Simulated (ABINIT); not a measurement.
# Ca2H6Os (Fm-3m): G0W0 with ABINIT, start to end

How does a plane-wave GW calculation on Ca2H6Os (Fm-3m) run from the first input to the gap?

Program: ABINIT 10.8.3. Level of theory: PBEsol and many-body steps on it, plane waves. Results are calculated unless marked as measured.

## 1. The starting structure

Symmetry: Fm-3m, No. 225, cubic system. The conventional cell has a = 7.230 Å, b = 7.230 Å, c = 7.230 Å, α = 90.00°, β = 90.00°, γ = 90.00°. Ca has 12 H at 2.56 Å nearest. Nearest to H lie 1 Os at 1.71 Å and 4 H at 2.42 Å and 4 Ca at 2.56 Å. Os has 6 H at 1.71 Å nearest. Farther neighbours are not listed.

As a file:

```cif
data_structure
_symmetry_space_group_name_H-M 'Fm-3m'
_symmetry_Int_Tables_number 225
_cell_length_a 7.2296
_cell_length_b 7.2296
_cell_length_c 7.2296
_cell_angle_alpha 90.000
_cell_angle_beta 90.000
_cell_angle_gamma 90.000
_cell_volume 377.88
loop_
_atom_site_label
_atom_site_type_symbol
_atom_site_symmetry_multiplicity
_atom_site_Wyckoff_symbol
_atom_site_fract_x
_atom_site_fract_y
_atom_site_fract_z
_atom_site_occupancy
Ca1 Ca 8 c 0.25000 0.75000 0.75000 1
H1 H 24 e 0.23718 0.00000 0.00000 1
Os1 Os 4 a 0.00000 0.00000 0.00000 1
```

The cell and positions are those that the Materials Project relaxed with its own functionals (PBE, PBE+U or r2SCAN), kept fixed. Spin-orbit coupling is left out unless a step names it.

## 2. Ground state

This step: ABINIT 10.8.3; DFT, PBEsol, plane waves, norm-conserving pseudopotentials.

The ground-state density comes first.

The input, run.abi:

```
acell 3*1.0 Angstrom
rprim 
  -0.000000000000 3.614821300000 3.614821300000
  3.614821300000 -0.000000000000 3.614821300000
  3.614821300000 3.614821300000 -0.000000000000
ntypat 3
znucl 20 1 76
natom 9
typat 1 1 2 2 2 2 2 2 3
xred 
  0.250000000000 0.250000000000 0.250000000000
  0.750000000000 0.750000000000 0.750000000000
  0.762819760000 0.237180240000 0.237180240000
  0.237180240000 0.762819760000 0.762819760000
  0.237180240000 0.762819760000 0.237180240000
  0.762819760000 0.237180240000 0.762819760000
  0.237180240000 0.237180240000 0.762819760000
  0.762819760000 0.762819760000 0.237180240000
  0.000000000000 0.000000000000 0.000000000000
pp_dirpath "pseudos"
pseudos "Ca.upf, H.upf, Os.upf"
ecut 33
ngkpt 6 6 6
nshiftk 1
shiftk 0 0 0
kptopt 1
chksymbreak 0
nband 29
occopt 1
tolvrs 1e-10
nstep 60
prtwf 0
optforces 0
optstress 0
indata_prefix "in"
outdata_prefix "out"
tmpdata_prefix "tmp"
```

Launch:

```sh
$ OMP_NUM_THREADS=1 mpirun -n 4 abinit run.abi > log
```

Numbers of over 12 decimals in the logs are rounded to 6 here.

The program printed:

```text
.Version 10.8.3 of ABINIT. v10.8.2 released Aug 2026.

 Symmetries : space group Fm -3 m (#225); Bravais cF (face-center cubic)
================================================================================
 Values of the parameters that define the memory need of the present run
     intxc =       0    ionmov =       0      iscf =       7    lmnmax =       8
     lnmax =       8     mgfft =      50  mpssoang =       4    mqgrid =    3001
     natom =       9  nloc_mem =       1    nspden =       1   nspinor =       1
    nsppol =       1      nsym =      48    n1xccc =    2501    ntypat =       3
    occopt =       1   xclevel =       2
-    mband =          29        mffmem =           1         mkmem =           4
       mpw =        5793          nfft =      125000          nkpt =          16
================================================================================
  Rough estimation (10% accuracy) of disk space for files :
================================================================================

--------------------------------------------------------------------------------
------------- Echo of variables that govern the present computation ------------
--------------------------------------------------------------------------------
 -outvars: echo values of preprocessed input variables --------
            acell      1.8897261259E+00  1.8897261259E+00  1.8897261259E+00 Bohr

      chksymbreak           0
             ecut      3.30000000E+01 Hartree
-          fftalg         312

              ixc     -116133
              kpt      0.00000000E+00  0.00000000E+00  0.00000000E+00
                       1.66666667E-01  0.00000000E+00  0.00000000E+00
                       3.33333333E-01  0.00000000E+00  0.00000000E+00
                       5.00000000E-01  0.00000000E+00  0.00000000E+00
                       1.66666667E-01  1.66666667E-01  0.00000000E+00
                       3.33333333E-01  1.66666667E-01  0.00000000E+00
                       5.00000000E-01  1.66666667E-01  0.00000000E+00
                      -3.33333333E-01  1.66666667E-01  0.00000000E+00
                      -1.66666667E-01  1.66666667E-01  0.00000000E+00
   [... 5 further rows ...]
                      -3.33333333E-01  3.33333333E-01  1.66666667E-01
                      -3.33333333E-01  5.00000000E-01  1.66666667E-01
         kptrlatt        6    0    0      0    6    0      0    0    6
          kptrlen      5.79631459E+01
P           mkmem           4
            natom           9
            nband          29
            ngfft          50      50      50
             nkpt          16
            nstep          60
             nsym          48
           ntypat           3
              occ      2.000000  2.000000  2.000000  2.000000  2.000000  2.000000
                       2.000000  2.000000  2.000000  2.000000  2.000000  2.000000
                       2.000000  2.000000  2.000000  2.000000  2.000000  2.000000
                       2.000000  2.000000  2.000000  0.000000  0.000000  0.000000
                       0.000000  0.000000  0.000000  0.000000  0.000000
        optforces           0
        optstress           0
            prtwf           0
            rprim     -0.0000000000E+00  3.6148213000E+00  3.6148213000E+00
[...]
spgroup         225

           tolvrs      1.00000000E-10

             xred      2.5000000000E-01  2.5000000000E-01  2.5000000000E-01
[...]
znucl       20.00000    1.00000   76.00000

================================================================================

 chkinp: Checking input parameters for consistency.

================================================================================
== DATASET  1 ==================================================================
-   mpi_nproc: 4, omp_nthreads: 1 (-1 if OMP is not activated)

--- !DatasetInfo
iteration_state: {dtset: 1, }
dimensions: {natom: 9, nkpt: 16, mband: 29, nsppol: 1, nspinor: 1, nspden: 1, mpw: 5793, }
cutoff_energies: {ecut:  33.0, pawecutdg:  -1.0, }
electrons: {nelect:   4.20000000E+01, charge:   0.00000000E+00, occopt:   1.00000000E+00, tsmear:   1.00000000E-02, }

 Real(R)+Recip(G) space primitive vectors, cartesian coordinates (Bohr,Bohr^-1):
 R(1)=  0.0000000  6.8310223  6.8310223  G(1)= -0.0731955  0.0731955  0.0731955
 R(2)=  6.8310223  0.0000000  6.8310223  G(2)=  0.0731955 -0.0731955  0.0731955
 R(3)=  6.8310223  6.8310223  0.0000000  G(3)=  0.0731955  0.0731955 -0.0731955
 Unit cell volume ucvol=  6.3751014E+02 bohr^3
 Angles (23,13,12)=  6.00000000E+01  6.00000000E+01  6.00000000E+01 degrees

 getcut: wavevector=  0.0000  0.0000  0.0000  ngfft=  50  50  50
         ecut(hartree)=     33.000   => boxcut(ratio)=   2.00226

--- Pseudopotential description ------------------------------------------------
- Ca Generated using ONCVPSP code by D. R. Hamann
- 20.00000  10.00000  180301                  znucl, zion, pspdat
12 -116133 2 -1 1746                          pspcod,pspxc,lmax,lloc,mmax
     nproj     2     2     2     0
  pspatm : epsatm=   12.46101000
         --- l  ekb(1:nproj) -->
[...]
pspatm: atomic psp has been read  and splines computed

- H Generated using ONCVPSP code by D. R. Hamann
-  1.00000   1.00000  180301                  znucl, zion, pspdat
[...]
pspatm : epsatm=    0.35585368
         --- l  ekb(1:nproj) -->
[...]
1   -0.494138
 pspatm: atomic psp has been read  and splines computed

- Os Generated using ONCVPSP code by D. R. Hamann
- 76.00000  16.00000  180301                  znucl, zion, pspdat
12 -116133 3 -1 1328                          pspcod,pspxc,lmax,lloc,mmax
     nproj     2     2     2     2
  pspatm : epsatm=   26.11825285
         --- l  ekb(1:nproj) -->
[...]
pspatm: atomic psp has been read  and splines computed

   2.23336659E+03                                ecore*ucvol(ha*bohr**3)
--------------------------------------------------------------------------------

_setup2: Arith. and geom. avg. npw (full set) are    5770.097    5770.074

================================================================================

--- !BeginCycle
iteration_state: {dtset: 1, }
solver: {iscf: 7, nstep: 60, nline: 4, wfoptalg: 0, }
tolerances: {tolvrs: 1.00E-10, }

     iter   Etot(hartree)      deltaE(h)  residm     vres2
 ETOT  1  -181.97474523611    -1.820E+02 6.281E-02 6.014E+02
 ETOT  2  -182.06910585780    -9.436E-02 1.017E-02 2.324E+02
 ETOT  3  -182.09040153518    -2.130E-02 9.700E-03 1.225E+02
 ETOT  4  -182.10835732956    -1.796E-02 4.525E-03 7.864E-01
 ETOT  5  -182.10841716850    -5.984E-05 1.333E-03 8.280E-02
 ETOT  6  -182.10842636675    -9.198E-06 2.347E-03 2.303E-03
 ETOT  7  -182.10842645690    -9.015E-08 1.017E-03 2.870E-04
 ETOT  8  -182.10842649387    -3.696E-08 2.307E-03 1.070E-05
 ETOT  9  -182.10842649539    -1.523E-09 3.667E-04 4.011E-08
 ETOT 10  -182.10842649539    -3.894E-12 1.102E-03 2.403E-10
 ETOT 11  -182.10842649539    -1.563E-12 1.865E-04 1.599E-10
 ETOT 12  -182.10842649540    -1.791E-12 2.870E-04 2.732E-11

 At SCF step   12       vres2   =  2.73E-11 < tolvrs=  1.00E-10 =>converged.

--- !ResultsGS
iteration_state: {dtset: 1, }
comment   : Summary of ground state results
lattice_vectors:
- [ -0.0000000,   6.8310223,   6.8310223, ]
- [  6.8310223,  -0.0000000,   6.8310223, ]
- [  6.8310223,   6.8310223,  -0.0000000, ]
lattice_lengths: [   9.66052,    9.66052,    9.66052, ]
lattice_angles: [ 60.000,  60.000,  60.000, ] # degrees, (23, 13, 12)
lattice_volume:   6.3751014E+02
convergence: {deltae: -1.791E-12, res2:  2.732E-11, residm:  2.870E-04, diffor:  0.000E+00, }
etotal    :  -1.82108426E+02
entropy   :   0.00000000E+00
fermie    :   1.69893292E-01
cartesian_stress_tensor: null
pressure_GPa: null
xred      :
- [  2.5000E-01,   2.5000E-01,   2.5000E-01, Ca]
- [  7.5000E-01,   7.5000E-01,   7.5000E-01, Ca]
- [  7.6282E-01,   2.3718E-01,   2.3718E-01,  H]
- [  2.3718E-01,   7.6282E-01,   7.6282E-01,  H]
- [  2.3718E-01,   7.6282E-01,   2.3718E-01,  H]
- [  7.6282E-01,   2.3718E-01,   7.6282E-01,  H]
- [  2.3718E-01,   2.3718E-01,   7.6282E-01,  H]
- [  7.6282E-01,   7.6282E-01,   2.3718E-01,  H]
- [  0.0000E+00,   0.0000E+00,   0.0000E+00, Os]
cartesian_forces: null
force_length_stats: {min: null, max: null, mean: null, }

 Integrated electronic density in atomic spheres:
 ------------------------------------------------
 Atom  Sphere_radius  Integrated_density
[...]
================================================================================

 ----iterations are completed or convergence reached----

 Mean square residual over all n,k,spin=   31.899E-07; max=  28.702E-05
 reduced coordinates (array xred) for    9 atoms
[...]
0.237180240000      0.762819760000      0.237180240000
       0.762819760000      0.237180240000      0.762819760000
       0.237180240000      0.237180240000      0.762819760000
       0.762819760000      0.762819760000      0.237180240000
       0.000000000000      0.000000000000      0.000000000000
 rms dE/dt=  0.0000E+00; max dE/dt=  0.0000E+00; dE/dt below (all hartree)
    1       0.000000000000      0.000000000000      0.000000000000
    2       0.000000000000      0.000000000000      0.000000000000
    3       0.000000000000      0.000000000000      0.000000000000
    4       0.000000000000      0.000000000000      0.000000000000
    5       0.000000000000      0.000000000000      0.000000000000
    6       0.000000000000      0.000000000000      0.000000000000
    7       0.000000000000      0.000000000000      0.000000000000
    8       0.000000000000      0.000000000000      0.000000000000
    9       0.000000000000      0.000000000000      0.000000000000

 cartesian coordinates (angstrom) at end:
    1      1.807411     1.807411     1.807411
[...]
5      3.614821     1.714728     3.614821
    6      3.614821     5.514914     3.614821
    7      3.614821     3.614821     1.714728
    8      3.614821     3.614821     5.514914
    9      0.000000     0.000000     0.000000
 length scales=  1.889726125908  1.889726125908  1.889726125908 bohr
              =  1.000000000000  1.000000000000  1.000000000000 angstroms
 prteigrs : about to open file out_EIG
 Fermi (or HOMO) energy (hartree) =   0.16989   Average Vxc (hartree)=  -0.37132
 Eigenvalues (hartree) for nkpt=  16  k points:
 kpt#   1, nband= 29, wtk=  0.00463, kpt=  0.0000  0.0000  0.0000 (reduced coord)
  -2.90982   -1.41872   -1.41872   -1.41872   -1.26379   -1.26222   -0.57168   -0.57168
  -0.57168   -0.56639   -0.56639   -0.56639   -0.08999    0.02372    0.02372    0.09311
   0.09311    0.09311    0.16341    0.16341    0.16341    0.33036    0.33036    0.34590
   0.41192    0.41192    0.41192    0.44611    0.44625
 prteigrs : prtvol=0 or 1, do not print more k-points.

--- !EnergyTerms
iteration_state     : {dtset: 1, }
comment             : Components of total free energy in Hartree
kinetic             :  5.78149834916445E+01
hartree             :  4.48920926403252E+01
xc                  : -3.72244298216183E+01
Ewald energy        : -1.09621101542026E+02
psp_core            :  3.50326442273684E+00
local_psp           : -1.52883198613858E+02
non_local_psp       :  1.14099629273991E+01
total_energy        : -1.82108426495396E+02
total_energy_eV     : -4.95542273201407E+03
band_energy         : -2.47309855334778E+01

== END DATASET(S) ==============================================================
================================================================================

 -outvars: echo values of variables after computation  --------
           etotal     -1.8210842650E+02
            nband          29
             nkpt          16
          spgroup         225
 [... the other variables as echoed above ...]

 Calculation completed.
```

Elapsed: 32 s, on 4 MPI ranks of Arm Neoverse V2, shared host; peak memory 0.4 GiB.

Numbers from this step:

```
total energy               : -4955.4227 eV
gap                        : 2.598 eV
k of the valence top       : -0.3333, 0.5, 0.1667
k of the conduction bottom : 0.5, 0.5, 0
least direct gap           : 2.604 eV
```

The gap is indirect, with the least direct gap 0.007 eV higher.

[end of part 1 of 3]

[Paths, hosts, dates, memory and timing lines, banners, echoed tables and standing remarks are left out of the program output.]

[Logs are printed without paths, hosts, clocks, repeated set-up lines and the standing remarks that a program may print on its own settings, such as how far it seeks lower states.]

[Runs of the session that timed out or met a known fault of the program may be left out.]

[Hosts, paths, dates, database ids (printed as entryN), source tags and the programs' standing remarks are cut or masked in the printed files.]

[G0W0 gaps are taken among the corrected bands and points alone; a level outside them can change the order at an edge.]

[Where Ansatz stands beside ABINIT at settings called matched, ABINIT's density can come from a denser mesh and the files from another edition; pairs whose starting gaps differed by over 0.03 eV were left out, so agreement reads better than it is.]
